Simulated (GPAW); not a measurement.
## GeF2 (P2_12_12_1): the Ge K absorption edge

What does one-electron theory with a core hole give for the Ge K edge of GeF2 (P2_12_12_1)?

Program: GPAW 26.7.0. Level of theory: X-ray absorption from dipole matrix elements to empty bands, plane-wave PAW LDA. Results are calculated unless marked as measured.

### Step 1. Set-up

It takes space group P2_12_12_1 (No. 19, orthorhombic). The conventional cell has a = 4.682 Å, b = 5.158 Å, c = 8.312 Å, α = 90.00°, β = 90.00°, γ = 90.00°. Ge has 3 F at 1.79 to 2.09 Å nearest. Nearest to F lie 2 Ge at 1.90 to 2.09 Å. Nearest to F lie 1 Ge at 1.79 Å. Farther neighbours and most contacts between anions are not listed.

Structure file:

```xyz
12
Lattice="4.6820 0.0000 0.0000 0.0000 5.1580 0.0000 0.0000 0.0000 8.3120" Properties=species:S:1:pos:R:3 pbc="T T T"
Ge    3.5864    2.6218    3.0663
Ge    3.4366    2.5362    7.2223
Ge    1.2454    5.1152    5.2457
Ge    1.0956    0.0428    1.0897
F     4.3683    3.8479    1.8370
F     2.6547    1.3101    5.9930
F     2.0273    3.8891    6.4750
F     0.3137    1.2689    2.3190
F     0.1358    3.0071    4.3056
F     2.2052    2.1509    0.1496
F     2.4768    4.7299    4.0064
F     4.5462    0.4281    8.1624
```

### Step 2. The field without a hole

A plain self-consistent run shows whether there is a gap, which decides the set-up of the core-hole run.

scf.py

```python
import numpy as np
from ase import Atoms
from ase.parallel import parprint, paropen
from gpaw import GPAW, PW, FermiDirac, Mixer, MixerDif, setup_paths
from gpaw.test import gen
setup_paths.insert(0, '.')
gen('Ge', name='nch1s', xcname='LDA', corehole=(1, 0, 0), write_xml=True)
from gpaw.mpi import world
world.barrier()

atoms = Atoms('Ge4F8',
    cell=[[4.682, 0, 0],
     [0, 5.158, 0],
     [0, 0, 8.312]],
    scaled_positions=[[0.766, 0.5083, 0.3689],
     [0.734, 0.4917, 0.8689],
     [0.266, 0.9917, 0.6311],
     [0.234, 0.0083, 0.1311],
     [0.933, 0.746, 0.221],
     [0.567, 0.254, 0.721],
     [0.433, 0.754, 0.779],
     [0.067, 0.246, 0.279],
     [0.029, 0.583, 0.518],
     [0.471, 0.417, 0.018],
     [0.529, 0.917, 0.482],
     [0.971, 0.083, 0.982]],
    pbc=True)
atoms.calc = calc = GPAW(legacy_gpaw=True, mode=PW(500, force_complex_dtype=True), xc='LDA', setups={0: 'nch1s'},
    kpts={'size': (4, 4, 2), 'gamma': True}, occupations=FermiDirac(0.05),
    charge=0, mixer=Mixer(0.1, 5, 50), maxiter=150,
    convergence={'density': 0.0001, 'eigenstates': 1e-6}, txt='scf.txt')
energy = atoms.get_potential_energy() + calc.get_reference_energy()
ef = calc.get_fermi_level()
out = dict(energy=energy, fermi=ef, forces=atoms.get_forces().tolist())
parprint(f'all-electron energy {energy:.4f} eV, Fermi level {ef:.4f} eV')
ev = np.array([[calc.get_eigenvalues(k, s) for k in range(len(calc.get_ibz_k_points()))] for s in range(calc.get_number_of_spins())])
out['homo'], out['lumo'], out['counts'] = ev[ev < ef].max(), ev[ev > ef].min(), sorted(set((ev < ef).sum((0, 2)).tolist()))
out['filled'] = (ev[:, 0] < ef).sum(1).tolist()
import json
with paropen('out.json', 'w') as f:
    json.dump(out, f)
```

Command:

```
> OMP_NUM_THREADS=1 mpirun -n 4 gpaw python scf.py
```

Numbers of over 12 decimals in the logs are rounded to 6 here.

Output:

```text
Input parameters:
  convergence: {density: 0.0001,
                eigenstates: 1e-06}
  kpts: {gamma: True,
         size: (4, 4, 2)}
  maxiter: 150
  mixer: {backend: pulay,
          beta: 0.1,
          method: separate,
          nmaxold: 5,
          weight: 50}
  mode: {ecut: 500.0,
         force_complex_dtype: True,
         name: pw}
  occupations: {fixmagmom: False,
                name: fermi-dirac,
                width: 0.05}
  setups: {0: nch1s}

Initialize ...

[... PAW data sets ...]

Reference energy: -249662.941197  # eV

Spin-paired calculation

[... convergence settings ...]
Symmetries present (total): 1
  [... symmetry matrices ...]

32 k-points: 4 x 4 x 2 Monkhorst-Pack grid + [1/8,1/8,1/4]
20 k-points in the irreducible part of the Brillouin zone
       k-points in crystal coordinates                weights
   0:     0.00000000    0.00000000    0.00000000          1/32
   1:     0.00000000    0.00000000    0.50000000          1/32
   2:     0.00000000    0.25000000    0.00000000          2/32
   3:     0.00000000    0.25000000    0.50000000          2/32
   4:     0.00000000    0.50000000    0.00000000          1/32
   5:     0.00000000    0.50000000    0.50000000          1/32
   6:     0.25000000   -0.25000000    0.00000000          2/32
   7:     0.25000000   -0.25000000    0.50000000          2/32
   8:     0.25000000    0.00000000    0.00000000          2/32
   9:     0.25000000    0.00000000    0.50000000          2/32
          ...
  19:     0.50000000    0.50000000    0.50000000          1/32

Wave functions: Plane wave expansion
  Cutoff energy: 500.000 eV
  Number of coefficients (min, max): 5072, 5130
  Pulay-stress correction: 0.000000 eV/Ang^3 (de/decut=0.000000)
  Using FFTW library
  Wavefunction extrapolation:
    Improved wavefunction reuse through dual PAW basis

Occupation numbers: Fermi-Dirac:
  width: 0.0500  # eV

Eigensolver
   Davidson(niter=2)

Densities:
  Coarse grid: 25*27*45 grid
  Fine grid: 50*54*90 grid
  Total Charge: 0.000000

Density mixing:
  Method: separate
  Backend: pulay
  Linear mixing parameter: 0.1
  old densities: 5
  Width of damping distribution: 1.1
  Damping of long wavelength oscillations: 50

[... Hamiltonian set-up ...]
Number of atoms: 12
Number of atomic orbitals: 48
Number of bands in calculation: 48
Number of valence electrons: 72
Bands to converge: occupied

... initialized

Initializing position-dependent things.

Density initialized from atomic densities
Creating initial wave functions:
  48 bands from LCAO basis set

Positions:
   0 Ge     3.586412    2.621811    3.066297    ( 0.0000,  0.0000,  0.0000)
   1 Ge     3.436588    2.536189    7.222297    ( 0.0000,  0.0000,  0.0000)
   2 Ge     1.245412    5.115189    5.245703    ( 0.0000,  0.0000,  0.0000)
   3 Ge     1.095588    0.042811    1.089703    ( 0.0000,  0.0000,  0.0000)
   4 F      4.368306    3.847868    1.836952    ( 0.0000,  0.0000,  0.0000)
   5 F      2.654694    1.310132    5.992952    ( 0.0000,  0.0000,  0.0000)
   6 F      2.027306    3.889132    6.475048    ( 0.0000,  0.0000,  0.0000)
   7 F      0.313694    1.268868    2.319048    ( 0.0000,  0.0000,  0.0000)
   8 F      0.135778    3.007114    4.305616    ( 0.0000,  0.0000,  0.0000)
   9 F      2.205222    2.150886    0.149616    ( 0.0000,  0.0000,  0.0000)
  10 F      2.476778    4.729886    4.006384    ( 0.0000,  0.0000,  0.0000)
  11 F      4.546222    0.428114    8.162384    ( 0.0000,  0.0000,  0.0000)

Unit cell:
           periodic     x           y           z      points  spacing
  1. axis:    yes    4.682000    0.000000    0.000000    25     0.1873
  2. axis:    yes    0.000000    5.158000    0.000000    27     0.1910
  3. axis:    yes    0.000000    0.000000    8.312000    45     0.1847

  Lengths:   4.682000   5.158000   8.312000
  Angles:   90.000000  90.000000  90.000000

Effective grid spacing dv^(1/3) = 0.1877

iter:   1   -67.568513
iter:   2   -65.301169   -1.28  -1.02
iter:   3   -62.984420   -0.74  -1.12
iter:   4   -62.808248   -2.15  -1.38
iter:   5   -62.760234   -2.42  -1.74
iter:   6   -62.788839   -2.48  -2.33
iter:   7   -62.752438   -2.58  -2.17
iter:   8   -62.753551   -3.57  -3.03
iter:   9   -62.752465c  -4.12  -3.01
iter:  10   -62.752461c  -5.90  -3.43
iter:  11   -62.752484c  -5.39  -3.50
iter:  12   -62.752449c  -5.47  -3.72
iter:  13   -62.752449c  -6.89c -4.10c

Converged after 13 iterations.

Dipole moment: (-0.000005, 0.000007, -0.000004) |e|*Ang

Energy contributions relative to reference atoms: (reference = -249662.941197)

Kinetic:        +73.631602
Potential:      -77.254432
External:        +0.000000
XC:             -61.066120
Entropy (-ST):   +0.000000
Local:           +1.936500
SIC:             +0.000000
--------------------------
Free energy:    -62.752449
Extrapolated:   -62.752449

Showing only first 2 kpts
 Kpt  Band  Eigenvalues  Occupancy
  0    34     -0.12790    2.00000
  0    35      0.63246    2.00000
  0    36      5.03545    0.00000
  0    37      5.30366    0.00000

  1    34      0.33329    2.00000
  1    35      0.33329    2.00000
  1    36      5.06617    0.00000
  1    37      5.06620    0.00000

Fermi level: 2.44318

Gap: 3.952 eV
Transition (v -> c):
  (s=0, k=0, n=35, [0.00, 0.00, 0.00]) -> (s=0, k=2, n=36, [0.00, 0.25, 0.00])
Direct/indirect transitions are different
Direct gap: 4.195 eV
Transition at: (s=0, k=2, n=35, [0.00, 0.25, 0.00])

Forces in eV/Ang:
  0 Ge   -0.27290   -0.16607   -0.50080
  1 Ge    0.27293    0.16592   -0.50085
  2 Ge   -0.27288    0.16590    0.50082
  3 Ge    0.27294   -0.16591    0.50091
  4 F     0.08970    0.10395   -0.10119
  5 F    -0.09381   -0.10369   -0.10314
  6 F     0.09377   -0.10293    0.10110
  7 F    -0.08972    0.10285    0.10310
  8 F     0.46550    0.24398    0.56375
  9 F    -0.46150   -0.24416    0.56523
 10 F     0.46164   -0.24125   -0.56374
 11 F    -0.46566    0.24137   -0.56519
Scalar-relativistic atomic LDA calculation for Ge (Germanium, Z=32)
Core hole in 1s state (1s occupation: 2.0)
600 radial gridpoints.
|------------------------------------------------|
|------------------------------------------------|
[... the atom generator's iteration count ...]

Energy contributions:
-------------------------
Kinetic:    +2131.696277
XC:           -76.507741
Potential:  -4150.554705
-------------------------
Total:      -2095.366170

state      eigenvalue         ekin         rmax
-----------------------------------------------
1s^2.0 :  -401.842866   515.090131        0.031
2s^2.0 :   -50.305902    98.964053        0.176
2p^6.0 :   -44.029760    96.564637        0.141
3s^2.0 :    -6.161413    22.614711        0.543
3p^6.0 :    -4.240727    20.252387        0.543
3d^10.0:    -1.086330    14.971427        0.502
4s^2.0 :    -0.438785     2.517022        1.731
4p^2.0 :    -0.148734     1.354017        2.197
-----------------------------------------------
(units: Bohr and Hartree)

Generating PAW setup
Kinetic energy of the core from tauc = 2147.271331
Cutoffs:
rc(s)=1.900
rc(p)=1.900
rc(d)=1.900
rc(vbar)=1.710
rc(comp)=1.900
rc(nct)=1.900

Kinetic energy of the core states: 2123.954199
Charge: 0.0
Core electrons: 28.0
Valence electrons: 4.0
Pseudo-core charge: 2.362372
Shape function alpha=2.770
Pseudo-electron charge 6.607509
state    eigenvalue         norm
--------------------------------
4s(2) :    -0.438785     1.111852
*s    :     0.561215
4p(2) :    -0.148734     1.010717
*p    :     0.851266
*d    :     0.000000
--------------------------------

Diagonalizing with gridspacing h=0.050

state   all-electron     PAW
-------------------------------
4s:      -0.438785    -0.439067
4p:      -0.148734    -0.148919
*d:                    0.033272
*f:                    0.068661
-------------------------------
all-electron energy -249725.6936 eV, Fermi level 2.4432 eV
```

Elapsed: 21 s, on 4 MPI ranks of Intel Xeon Platinum 8375C at 2.90GHz (Ice Lake), shared host; peak memory 0.27 GiB; 84 s of CPU time.

The mesh shows a gap of 3.95 eV, so the hole is first treated in a charged cell, without the excited electron.

### Step 3. Reference energy of the cell

The photon energy needs a difference of total energies, so the cell and mesh of the coming hole run are first run without a hole.

scf.py, as its differences from that of step 2:

```diff
@@ -28,3 +28,3 @@
 atoms.calc = calc = GPAW(legacy_gpaw=True, mode=PW(500, force_complex_dtype=True), xc='LDA', setups={0: 'nch1s'},
-    kpts={'size': (4, 4, 2), 'gamma': True}, occupations=FermiDirac(0.05),
+    kpts={'size': (4, 3, 2), 'gamma': True}, occupations=FermiDirac(0.02),
     charge=0, mixer=Mixer(0.1, 5, 50), maxiter=150,
```

Output:

```text
Input parameters:
  convergence: {density: 0.0001,
                eigenstates: 1e-06}
  kpts: {gamma: True,
         size: (4, 3, 2)}
  maxiter: 150
  mixer: {backend: pulay,
          beta: 0.1,
          method: separate,
          nmaxold: 5,
          weight: 50}
  mode: {ecut: 500.0,
         force_complex_dtype: True,
         name: pw}
  occupations: {fixmagmom: False,
                name: fermi-dirac,
[...]
4s(2) :    -0.438785     1.111852
*s    :     0.561215
4p(2) :    -0.148734     1.010717
*p    :     0.851266
*d    :     0.000000
--------------------------------

Diagonalizing with gridspacing h=0.050

state   all-electron     PAW
-------------------------------
4s:      -0.438785    -0.439067
4p:      -0.148734    -0.148919
*d:                    0.033272
*f:                    0.068661
-------------------------------
all-electron energy -249725.6911 eV, Fermi level 2.4130 eV
[key lines of the parts left out:]
Converged after 13 iterations.
Dipole moment: (-0.000005, 0.000007, -0.000004) |e|*Ang
Free energy:    -62.749874
Fermi level: 2.41300
```

Elapsed: 18 s, on 4 MPI ranks; peak memory 0.26 GiB; 70 s of CPU time.

Reference energy: -249725.691 eV with the cores included.

(Continued in part 2 of 2.)

[Banner, clock and machine lines of the logs are left out without a mark of their own.]

[Logs are printed without paths, hosts, clocks, repeated set-up lines and the standing remarks that a program may print on its own settings, such as how far it seeks lower states.]

[Hosts, paths, dates, database ids (printed as entryN), source tags and the programs' standing remarks are cut or masked in the printed files.]

[Lists of maxima count a maximum above −3 eV only where it reaches 4 % of the highest in the window and stands out from its surroundings by 2 % of it (1.5 % where it reaches 55 %); shoulders and weaker maxima are passed over, and of the rest the first, up to two pre-edge ones and the few strongest are named.]
